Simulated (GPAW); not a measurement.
Entries from a set of simulations; values are calculated unless marked as measured.

### A GW chain in GPAW: MgS (Niningerite)

Symmetry: Fm-3m, No. 225, cubic system. The conventional cell has a = 5.203 Å, b = 5.203 Å, c = 5.203 Å, α = 90.00°, β = 90.00°, γ = 90.00°. Nearest to Mg lie 6 S at 2.60 Å. S has 6 Mg at 2.60 Å nearest. Farther neighbours and most contacts between anions are not listed.

```xyz
2
Lattice="0.0000 2.6016 2.6016 2.6017 0.0000 2.6017 2.6017 2.6016 0.0000" Properties=species:S:1:pos:R:3 pbc="T T T"
Mg    0.0000    0.0000    0.0000
S     2.6017    2.6017    2.6017
```

```yaml
method: DFT, LDA, plane waves, PAW (and 1 further level or step)
program: GPAW 26.7.0
settings_of_one_run: cutoff 450 eV, GPAW PAW setups 1.2.1 data release, 6×6×6 k-mesh, nbands 89
cost: 4 runs, 55 s in all on 4 MPI ranks of Arm Neoverse V1, shared host (the runs of this entry)
notes: The cell and positions come from the Crystallography Open Database and are kept as given unless a step says otherwise. Bands and cutoff are finite, so the gap is not at the basis limit. The miss can reach some tenths of an eV and take either sign; the mesh is an error of its own.
lda_gap: 2.57 eV, indirect
g0w0_gap_on_the_mesh: 4.03 eV
gw_settings: 6×6×6 mesh, 79 bands, screening to 100 eV, Godby-Needs plasmon pole
known_limits: not at the basis limit
```

G0W0 moves the gap on the mesh from 2.57 eV to 4.03 eV (+1.47 eV), with Z of 0.79 and 0.82 at the edges. Only 2 of the mesh's irreducible points were corrected, so a valley elsewhere could overtake.

[Paths, hosts, dates, memory and timing lines, banners, echoed tables and standing remarks are left out of the program output.]

[Logs are printed without paths, hosts, clocks, repeated set-up lines and the standing remarks that a program may print on its own settings, such as how far it seeks lower states.]

[Runs of the session that timed out or met a known fault of the program may be left out.]

[Hosts, paths, dates, database ids (printed as entryN), source tags and the programs' standing remarks are cut or masked in the printed files.]
